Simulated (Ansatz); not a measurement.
# AlN (P6_3mc): zone-centre modes under pressure, part 2 of 3

Wanted: Grüneisen parameters and pressure coefficients of the modes of AlN (P6_3mc).

Ansatz 0.2.0; DFT PBE, scalar-relativistic, plane waves, PAW; PAW set soft_1.

So far. Step 3 (Tight relaxation): The largest force component left is 0.043 meV/Å and the pressure is 0.001 GPa, within the tolerances set. The cell now holds 10.64 Å³/atom.

The database entry behind the starting cell differs from later determinations by our own check (inner coordinate u about 0.002 short), so it need not match the best structure at ambient conditions.

**4. Modes at rest**

The modes at rest are the reference of the series, and the response to a field gives the dielectric tensor and the Born charges.

File input.yaml:

```yaml
crystal:
  lattice:
    - [3.129771474, 0.0, 0.0]
    - [-1.564885737, 2.7104616045, 0.0]
    - [0.0, 0.0, 5.0173186261]
  atoms:
    - { symbol: "N", position: [0.3333333333, 0.6666666667, 0.3807710102] }
    - { symbol: "N", position: [0.6666666667, 0.3333333333, 0.8807710102] }
    - { symbol: Al, position: [0.3333333333, 0.6666666667, -0.0007710102] }
    - { symbol: Al, position: [0.6666666667, 0.3333333333, 0.4992289898] }
kpoints:
  mp_grid: { grid: [9, 9, 6] }
hamiltonian:
  xc: pbe
  pseudopotentials: { kind: paw, azcp: { folder: soft_1 } }
scf:
  occupations: { method: fixed }
output:
  eigenvalues: true
phonons:
  method: dfpt
  dielectric: true
  rigid_motions: translations
  raman: true
```

Command:

```
$ ansatz run input.yaml --threads 4 --pin off --max-ram 16384MiB --backend cpu --events-out ev --progress --plain --runs-dir out
```

Numbers of over 12 decimals in the logs are rounded to 6 here.

The program printed:

```text
[...]
Crystal: 4 atoms, lattice volume = 42.563 Å³
Basis set: ecut = 420 eV, 833 PW (Γ), exchange–correlation on 48×48×72 points (8 copies of the dense FFT grid, shifted against one another)
Bands: 12, of which v1, the nominal top of the filled ones, is band 8 counted from 1 (7 counted from 0)
Symmetry: 12 space group operations
k-points: 140 of 486 (irreducible under 2 space group operations, time reversal used)
[...]
SCF iter   1: F=—  HF=-1851.337119 eV  |F-HF|=—  |Δ(HF+E_count)|=         —  Δρ=1.36e-1  dr2=9.67e0  ethr=3.10e-3  ⟨swp⟩=4.8  Hψ=8881  notcnv=0  defer=57
[...]
SCF iter   9: F=-1848.519259 eV  HF=-1848.519259 eV  |F-HF|=2.27e-13  |Δ(HF+E_count)|=  6.48e-11  Δρ=8.44e-8  dr2=2.04e-12  ethr=1.00e-12  ⟨swp⟩=5.0  Hψ=6668  notcnv=0
SCF 1 converged in 9 iterations: F = -1848.519259 eV  dr2 = 2.04e-12
[...]
NSCF: frozen V_eff on 4 k-points
DFPT response loops at Γ: preconditioner auto → none (the input reference at scf.mixing.eps_inf says where Resta's filter doesn't serve); β = 0.50; Broyden in place of MSR1
── the response to a field inside a basis, on 10×10×6 k-points: an SCF that follows is theirs, and a resumed run solves both again ──
Bands: 9, of which v1, the nominal top of the filled ones, is band 8 counted from 1 (7 counted from 0)
k-points: 90
[...]
Eigensolver: Dense (90 Hₖ)
SCF iter   1: F=—  HF=-1848.519286 eV  |F-HF|=—  |Δ(HF+E_count)|=         —  Δρ=2.16e-4  dr2=2.90e-6  ethr=1.00e-1
[...]
SCF iter   5: F=-1848.519292 eV  HF=-1848.519292 eV  |F-HF|=4.55e-13  |Δ(HF+E_count)|=   1.90e-9  Δρ=1.52e-7  dr2=4.77e-12  ethr=7.72e-12
SCF 1 converged in 5 iterations: F = -1848.519292 eV  dr2 = 4.77e-12
[...]
SCF converged after 9 iterations
Free energy (F): -1848.519259 eV
[...]
Internal energy: -1848.519259 eV  (E = F + TS)
E sigma→0 (E₀):  -1848.519259 eV
Fermi energy:    6.940537 eV
[...]
--- Band table (eV; the first three rows and the last of 140) ---
  k-point 0: bands = [... 4 lower, 6.0988, 6.7376, 6.7376, 6.9405, 10.9788, 13.4577, 17.4008, 17.9756]
  k-point 1: bands = [... 4 lower, 6.1392, 6.3373, 6.6926, 6.6926, 11.4803, 13.5226, 17.2273, 17.9458]
  k-point 2: bands = [... 4 lower, 6.2516, 6.2516, 6.5710, 6.5710, 12.4400, 13.5782, 16.9513, 17.9333]
  k-point 139: bands = [... 4 lower, 4.4413, 4.4413, 5.8726, 5.8726, 13.4363, 13.4363, 16.1635, 16.1635]
--- Phonons (Γ-DFPT): 4 representative perturbations + reference, on 140 of 486 k-points (Σ response iterations 12) ---
  k mesh reduced under 2 symmetry operations, with k and −k counted as one. Each operation leaves every solved perturbation unchanged. A smaller set is not considered because the run solves the response to a homogeneous field
  ASR residual: 6.303e-4 → 0.000e0 eV/Å²; symmetrization residual: 2.710e-4 eV/Å²
  ASR residual per site (eV/Å²): 2.85e-4 2.85e-4 6.30e-4 6.30e-4
  Γ frequencies (cm⁻¹): 0.00 0.00 0.00 236.61 236.61 535.77 594.19 635.92 635.92 648.61 648.61 705.28
  ε∞ (high-frequency dielectric tensor):
        4.474769     0.000000     0.000000
        0.000000     4.474769    -0.000000
        0.000000    -0.000000     4.701929
  ε⁰ (static dielectric tensor: ions relaxed, cell fixed):
        8.282032    -0.000000     0.000000
       -0.000000     8.282032    -0.000000
        0.000000    -0.000000     9.830569
  ε⁰ − ε∞ (ionic part):
        3.807263    -0.000000     0.000000
       -0.000000     3.807263    -0.000000
        0.000000    -0.000000     5.128641
  softest optical mode at Γ: 236.61 cm⁻¹; the repairs (sum rule, projections) moved no ω² at Γ by more than (8.34 cm⁻¹)²
  Born effective charges Z* (e; rows j = field, columns β = displacement):
    site 0:
        -2.52729    0.00000   -0.00000
        -0.00000   -2.52729    0.00000
        -0.00000   -0.00000   -2.68712
    site 1:
        -2.52729   -0.00000   -0.00000
         0.00000   -2.52729    0.00000
        -0.00000    0.00000   -2.68712
    site 2:
         2.52729    0.00000    0.00000
        -0.00000    2.52729   -0.00000
         0.00000   -0.00000    2.68712
    site 3:
         2.52729    0.00000    0.00000
        -0.00000    2.52729   -0.00000
         0.00000   -0.00000    2.68712
  Z* charge neutrality: 2.248e-3 e pre-enforcement
  solved inside a basis spanned on kpoints, on 10×10×6 k-points transformed towards the longest dipole: ε∞ is read to err by 1.2e-2, Z* by 1.0e-2 e (field_mesh: kpoints solves on kpoints); Z* is corrected for what the basis lacks
  Raman tensors (in the event stream and the table raman_tensors.tsv): an entry may err by 2.4e-2 Å², one of the second-order susceptibility by 6.7e-2 pm/V (basis, points and sum rule); their sum over the sites missed zero by 4.179e-4 Å² ahead of its enforcement
  optical modes at Γ without the LO–TO term, one row a degenerate level:
      ω (cm⁻¹)  modes    IR ((D/Å)²/amu)  static Raman (Å⁴/amu)  depolarisation
        236.61      2             0.0000                 0.1516           0.750
        535.77      1             0.0000                 0.0000               —
        594.19      1            36.1342                25.8690           0.747
        635.92      2             0.0000                23.3714           0.750
        648.61      2            63.9267                12.0943           0.750
        705.28      1             0.0000                 0.0000               —
  optical modes at Γ + LO–TO along q̂ = [1.0000, 0.0000, 0.0000]:
      ω (cm⁻¹)  modes    IR ((D/Å)²/amu)  static Raman (Å⁴/amu)  depolarisation
        236.61      2             0.0000                 0.1516           0.750
        535.77      1             0.0000                 0.0000               —
        594.19      1            36.1342                25.8690           0.747
        635.92      2             0.0000                23.3714           0.750
        648.61      1            31.9633                 6.0471           0.750
        705.28      1             0.0000                 0.0000               —
        882.41      1            31.9633                 6.5009           0.750
  optical modes at Γ + LO–TO along q̂ = [0.0000, 1.0000, 0.0000]:
      ω (cm⁻¹)  modes    IR ((D/Å)²/amu)  static Raman (Å⁴/amu)  depolarisation
        236.61      2             0.0000                 0.1516           0.750
        535.77      1             0.0000                 0.0000               —
        594.19      1            36.1342                25.8690           0.747
        635.92      2             0.0000                23.3714           0.750
        648.61      1            31.9633                 6.0471           0.750
        705.28      1             0.0000                 0.0000               —
        882.41      1            31.9633                 6.5009           0.750
  optical modes at Γ + LO–TO along q̂ = [0.0000, 0.0000, 1.0000]:
      ω (cm⁻¹)  modes    IR ((D/Å)²/amu)  static Raman (Å⁴/amu)  depolarisation
        236.61      2             0.0000                 0.1516           0.750
        535.77      1             0.0000                 0.0000               —
        635.92      2             0.0000                23.3714           0.750
        648.61      2            63.9267                12.0943           0.750
        705.28      1             0.0000                 0.0000               —
        859.16      1            36.1342                13.7575           0.618
```

Elapsed: 2.1 min, on 4 threads of Arm Neoverse N1, shared host; peak memory 0.9 GiB.

In the SCF lines HF is the Harris–Foulkes energy and dr2 the Hartree energy of the density residual, in eV; the loop may stop once dr2 is under the threshold and the program's other checks hold. Hψ counts applications of the Hamiltonian.

This step gave:

- sum-rule residual before enforcement: 6.30e-4 eV/Å²
- miss of the charge sum rule: 0.002248 e
- estimated error of the dielectric tensor: 0.01221
- estimated error of the Born charges: 0.01007 e
- point group: 6mm
- highest optical mode at the zone centre (no LO-TO term): 705.3 cm⁻¹
- lowest optical zone-centre mode: 236.6 cm⁻¹
- mean high-frequency dielectric constant: 4.551
- largest Born charge (third of the trace): -2.581 e
- mean static dielectric constant: 8.798
- top of the zone-centre spectrum with the field: 882.4 cm⁻¹

Without the LO-TO term. Patterns of degenerate modes are one choice out of their space. Modes at Γ, with each element's share of the kinetic energy:

```csv
mode,frequency (cm⁻¹),symmetry,N %,Al %
1,0.0,acoustic,34,66
2,0.0,acoustic,34,66
3,0.0,acoustic,34,66
4,236.6,E2,29,71
5,236.6,E2,29,71
6,535.8,B1,0,100
7,594.2,A1,66,34
8,635.9,E2,71,29
9,635.9,E2,71,29
10,648.6,E1,66,34
11,648.6,E1,66,34
12,705.3,B1,100,0
```

Displacements in mode 4 (236.6 cm⁻¹), the largest set to 1:
```
N1  -0.88  0.00  0.00
N2   0.88  0.00  0.00
Al3  1.00  0.00  0.00
Al4 -1.00  0.00  0.00
```

Displacements in mode 9 (635.9 cm⁻¹), the largest set to 1:
```
N1  -1.00  0.00  0.00
N2   1.00  0.00  0.00
Al3 -0.46  0.00  0.00
Al4  0.46  0.00  0.00
```

Optical modes at the zone centre, without and with the macroscopic field of the longitudinal modes; each column is sorted by frequency, so a row need not hold one and the same mode. Modes with and without the field, by row:

```csv
rank among optical modes,no field (cm⁻¹),"q along (1, 0, 0) (cm⁻¹)","q along (0, 0, 1) (cm⁻¹)"
1,236.6,236.6,236.6
2,236.6,236.6,236.6
3,535.8,535.8,535.8
4,594.2,594.2,635.9
5,635.9,635.9,635.9
6,635.9,635.9,648.6
7,648.6,648.6,648.6
8,648.6,705.3,705.3
9,705.3,882.4,859.2
```

Born charge (rows field, columns displacement) (e), principal values of the symmetric part by kind of site:

```csv
atom,atoms with these values,low,middle,high,mean
N1,2,-2.69,-2.53,-2.53,-2.58
Al3,2,2.53,2.53,2.69,2.58
```

In full for Al3:

```
2.53 0.00 0.00
0.00 2.53 0.00
0.00 0.00 2.69
```

High-frequency dielectric tensor:

```
4.47 0.00 0.00
0.00 4.47 0.00
0.00 0.00 4.70
```

Static dielectric tensor (ions relaxed, fixed cell):

```
8.28 0.00 0.00
0.00 8.28 0.00
0.00 0.00 9.83
```

Transverse modes. Lines of the infrared spectrum (strongest = 100):

```csv
position (cm⁻¹),label,relative intensity
237,E2,0.0
536,B1,0.0
594,A1,57
636,E2,0.0
649,E1,100
705,B1,0.0
```

Activity x (w_L - w)^4 (n + 1)/w, 532 nm, 300 K; modes without the macroscopic field alone. Lines of the Raman spectrum (strongest = 100):

```csv
position (cm⁻¹),label,relative intensity
237,E2,2.2
536,B1,0.0
594,A1,100
636,E2,83
649,E1,42
705,B1,0.0
```

Before it was imposed, the acoustic sum rule was missed by 6.3e-4 eV/Å² and the charge sum rule by 0.0022 e. Small misses are needed for a sound result but don't prove that mesh and cutoff are converged. The lowest optical mode is real, 237 cm⁻¹.

**5. Relaxation of a member: 1.06 times the volume at rest**

The cell is set to 1.06 times the volume at rest, and shape and atoms relax at that volume.

input.yaml, the sections that differ from step 4:

```yaml
crystal:
  lattice:
    - [3.1888412587, 0.0, 0.0]
    - [-1.5944206294, 2.7616175387, 0.0]
    - [0.0, 0.0, 5.1231491771]
  atoms:
    - { symbol: "N", position: [0.3333333333, 0.6666666667, 0.3804793024] }
    - { symbol: "N", position: [0.6666666667, 0.3333333333, 0.8804793024] }
    - { symbol: Al, position: [0.3333333333, 0.6666666667, -0.0004793024] }
    - { symbol: Al, position: [0.6666666667, 0.3333333333, 0.4995206976] }
output:
  forces: true
  stress: true
  eigenvalues: true
relax:
  adjacent_minimum: "off"
  f_tol: 0.001
  max_steps: 60
  cell: { stress_tol: 0.01, fix: [volume] }
# kpoints, hamiltonian, scf: as in step 4
# phonons: removed
```

The program printed:

```text
[...]
Crystal: 4 atoms, lattice volume = 45.116 Å³
Basis set: ecut = 420 eV, 905 PW (Γ), exchange–correlation on 48×48×72 points (8 copies of the dense FFT grid, shifted against one another)
Bands: 12, of which v1, the nominal top of the filled ones, is band 8 counted from 1 (7 counted from 0)
Symmetry: 12 space group operations
[...]
k-points: 48 of 486 (time reversal used)
[...]
--- Relaxed structure (4 steps of the walk, 4 accepted, 1 SCFs on fresh bases) ---
[...]
cell:  # Å, volume = 45.1163 Å³
    - [3.187843, 2.885850724260118e-11, 0]
    - [-1.593921, 2.760753, 0]
    - [0, 0, 5.126359]
  atoms:
    - { symbol: N, position: [0.333333, 0.666667, 0.380361] }
    - { symbol: N, position: [0.666667, 0.333333, 0.880361] }
    - { symbol: Al, position: [0.333333, 0.666667, -0.000360686] }
    - { symbol: Al, position: [0.666667, 0.333333, 0.499639] }
[key lines of the parts left out:]
SCF converged after 6 iterations
Free energy (F): -1848.435417 eV
Fermi energy:    6.324238 eV
P = ⅓ Tr σ = -10.0365 GPa (-100.365 kbar)
```

The job ended after 6.6 s (4 threads; peak memory 0.34 GiB; 24 s of CPU time).

Little changed from the start: no atom moved by 0.005 Å and no cell edge by 0.1 %.

Numbers from this step:

```
pressure          : -10.04 GPa
gap on the k-mesh : 3.560 eV
volume per atom   : 11.28 Å³
```

The largest force component left is 0.093 meV/Å, at a pressure of -10.04 GPa.

**6. Zone-centre modes of the member: 1.06 times the volume at rest**

The zone-centre modes follow for 1.06 times the volume at rest, with the response to a field.

input.yaml, the sections that differ from step 5:

```yaml
crystal:
  lattice:
    - [3.1878429061, 0.0, 0.0]
    - [-1.5939214531, 2.7607529399, 0.0]
    - [0.0, 0.0, 5.1263585639]
  atoms:
    - { symbol: "N", position: [0.3333333333, 0.6666666667, 0.3803606856] }
    - { symbol: "N", position: [0.6666666667, 0.3333333333, 0.8803606856] }
    - { symbol: Al, position: [0.3333333333, 0.6666666667, -0.0003606856] }
    - { symbol: Al, position: [0.6666666667, 0.3333333333, 0.4996393144] }
output:
  eigenvalues: true
phonons:
  method: dfpt
  dielectric: true
  rigid_motions: translations
# kpoints, hamiltonian, scf: as in step 5
# relax: removed
```

The program printed:

```text
[...]
Crystal: 4 atoms, lattice volume = 45.116 Å³
Basis set: ecut = 420 eV, 881 PW (Γ), exchange–correlation on 48×48×72 points (8 copies of the dense FFT grid, shifted against one another)
Bands: 12, of which v1, the nominal top of the filled ones, is band 8 counted from 1 (7 counted from 0)
Symmetry: 12 space group operations
k-points: 140 of 486 (irreducible under 2 space group operations, time reversal used)
[...]
SCF iter   1: F=—  HF=-1851.015486 eV  |F-HF|=—  |Δ(HF+E_count)|=         —  Δρ=1.26e-1  dr2=9.17e0  ethr=3.10e-3  ⟨swp⟩=4.8  Hψ=8895  notcnv=0  defer=64
[...]
SCF iter   9: F=-1848.435417 eV  HF=-1848.435417 eV  |F-HF|=4.55e-13  |Δ(HF+E_count)|=  2.55e-11  Δρ=6.93e-8  dr2=1.62e-12  ethr=1.00e-12  ⟨swp⟩=5.0  Hψ=6660  notcnv=0
SCF 1 converged in 9 iterations: F = -1848.435417 eV  dr2 = 1.62e-12
[...]
Bands: 9, of which v1, the nominal top of the filled ones, is band 8 counted from 1 (7 counted from 0)
k-points: 90 of 600 (irreducible under 4 space group operations, time reversal used)
[...]
Eigensolver: Dense (90 Hₖ)
SCF iter   1: F=—  HF=-1848.435365 eV  |F-HF|=—  |Δ(HF+E_count)|=         —  Δρ=1.98e-4  dr2=2.62e-6  ethr=1.00e-1
[...]
SCF iter   4: F=-1848.435371 eV  HF=-1848.435371 eV  |F-HF|=1.81e-9  |Δ(HF+E_count)|=   1.25e-7  Δρ=3.12e-6  dr2=1.17e-9  ethr=1.35e-9
SCF 1 converged in 4 iterations: F = -1848.435371 eV  dr2 = 1.17e-9
[...]
SCF converged after 9 iterations
Free energy (F): -1848.435417 eV
[...]
Internal energy: -1848.435417 eV  (E = F + TS)
E sigma→0 (E₀):  -1848.435417 eV
Fermi energy:    6.324237 eV
[...]
--- Band table (eV; the first three rows and the last of 140) ---
  k-point 0: bands = [... 4 lower, 5.5475, 6.1634, 6.1634, 6.3242, 9.8845, 12.3940, 16.3222, 16.9887]
  k-point 1: bands = [... 4 lower, 5.5862, 5.7179, 6.1200, 6.1200, 10.4027, 12.4533, 16.1552, 16.9661]
  k-point 2: bands = [... 4 lower, 5.6946, 5.6946, 6.0026, 6.0026, 11.3672, 12.4978, 15.8883, 16.8262]
  k-point 139: bands = [... 4 lower, 3.9724, 3.9724, 5.2921, 5.2921, 12.5931, 12.5931, 15.2091, 15.2091]
[...]
ASR residual: 4.848e-4 → 0.000e0 eV/Å²; symmetrization residual: 2.807e-4 eV/Å²
  ASR residual per site (eV/Å²): 1.79e-4 1.79e-4 4.85e-4 4.85e-4
[...]
ε∞ (high-frequency dielectric tensor):
        4.606454     0.000000    -0.000000
        0.000000     4.606454    -0.000000
       -0.000000    -0.000000     4.828190
  ε⁰ (static dielectric tensor: ions relaxed, cell fixed):
        8.908188     0.000000     0.000000
        0.000000     8.908188    -0.000000
        0.000000    -0.000000    10.573271
  ε⁰ − ε∞ (ionic part):
        4.301734     0.000000     0.000000
        0.000000     4.301734    -0.000000
        0.000000    -0.000000     5.745081
[...]
Born effective charges Z* (e; rows j = field, columns β = displacement):
    site 0:
        -2.53486   -0.00000    0.00000
        -0.00000   -2.53486    0.00000
        -0.00000    0.00000   -2.68959
    site 1:
        -2.53486   -0.00000    0.00000
        -0.00000   -2.53486   -0.00000
        -0.00000   -0.00000   -2.68959
    site 2:
         2.53486    0.00000   -0.00000
         0.00000    2.53486   -0.00000
         0.00000    0.00000    2.68959
    site 3:
         2.53486    0.00000    0.00000
         0.00000    2.53486   -0.00000
         0.00000    0.00000    2.68959
  Z* charge neutrality: 1.514e-3 e pre-enforcement
  solved inside a basis spanned on kpoints, on 10×10×6 k-points, its susceptibility summed on 14×14×8: ε∞ is read to err by 1.4e-2, Z* by 1.1e-2 e (field_mesh: kpoints solves on kpoints); Z* is corrected for what the basis lacks
  optical modes at Γ without the LO–TO term, one row a degenerate level:
      ω (cm⁻¹)  modes    IR ((D/Å)²/amu)
        236.30      2             0.0000
        503.40      1             0.0000
        545.79      1            36.2007
        575.89      2             0.0000
        594.45      2            64.3105
        662.38      1             0.0000
  optical modes at Γ + LO–TO along q̂ = [1.0000, 0.0000, 0.0000]:
      ω (cm⁻¹)  modes    IR ((D/Å)²/amu)
        236.30      2             0.0000
        503.40      1             0.0000
        545.79      1            36.2007
        575.89      2             0.0000
        594.45      1            32.1553
        662.38      1             0.0000
        826.66      1            32.1553
  optical modes at Γ + LO–TO along q̂ = [0.0000, 1.0000, 0.0000]:
      ω (cm⁻¹)  modes    IR ((D/Å)²/amu)
        236.30      2             0.0000
        503.40      1             0.0000
        545.79      1            36.2007
        575.89      2             0.0000
        594.45      1            32.1553
        662.38      1             0.0000
        826.66      1            32.1553
  optical modes at Γ + LO–TO along q̂ = [0.0000, 0.0000, 1.0000]:
      ω (cm⁻¹)  modes    IR ((D/Å)²/amu)
        236.30      2             0.0000
        503.40      1             0.0000
        575.89      2             0.0000
        594.45      2            64.3105
        662.38      1             0.0000
        807.67      1            36.2007
```

It took 43 s on 4 threads; peak memory 0.59 GiB; 2.7 min of CPU time.

Numbers from this step:

* sum-rule residual before enforcement: 4.85e-4 eV/Å²
* miss of the charge sum rule: 0.001514 e
* estimated error of the dielectric tensor: 0.01424
* estimated error of the Born charges: 0.01084 e
* highest optical mode at the zone centre (no LO-TO term): 662.4 cm⁻¹
* lowest optical zone-centre mode: 236.3 cm⁻¹
* mean high-frequency dielectric constant: 4.680
* largest Born charge (third of the trace): -2.586 e
* mean static dielectric constant: 9.463
* top of the zone-centre spectrum with the field: 826.7 cm⁻¹

Without the LO-TO term. Patterns of degenerate modes are one choice out of their space. Modes at Γ, with each element's share of the kinetic energy:

```csv
mode,frequency (cm⁻¹),symmetry,N %,Al %
1,0.0,acoustic,34,66
2,0.0,acoustic,34,66
3,0.0,acoustic,34,66
4,236.3,E2,28,72
5,236.3,E2,28,72
6,503.4,B1,1,99
7,545.8,A1,66,34
8,575.9,E2,72,28
9,575.9,E2,72,28
10,594.5,E1,66,34
11,594.5,E1,66,34
12,662.4,B1,99,1
```

Displacements in mode 5 (236.3 cm⁻¹), the largest set to 1:
```
N1  -0.86  0.00  0.00
N2   0.86  0.00  0.00
Al3  1.00  0.00  0.00
Al4 -1.00  0.00  0.00
```

Displacements in mode 11 (594.5 cm⁻¹), the largest set to 1:
```
N1   1.00  0.31  0.00
N2   1.00  0.31  0.00
Al3 -0.52 -0.16  0.00
Al4 -0.52 -0.16  0.00
```

Transverse modes. Infrared lines, with heights relative to the strongest:

```csv
position (cm⁻¹),label,relative intensity
236,E2,0.0
503,B1,0.0
546,A1,56
576,E2,0.0
594,E1,100
662,B1,0.0
```

Without the LO-TO term the lowest optical mode is real, 236 cm⁻¹, and the highest lies at 662.4 cm⁻¹.

For the highest optical mode at the zone centre (no LO-TO term), step 4 gave 705 cm⁻¹; this run, with volume ratio 1.06, gives 662 cm⁻¹ (-6 %).

[end of part 2 of 3]

[Logs are printed without paths, hosts, clocks, repeated set-up lines and the standing remarks that a program may print on its own settings, such as how far it seeks lower states.]

[Hosts, paths, dates, database ids (printed as entryN), source tags and the programs' standing remarks are cut or masked in the printed files.]
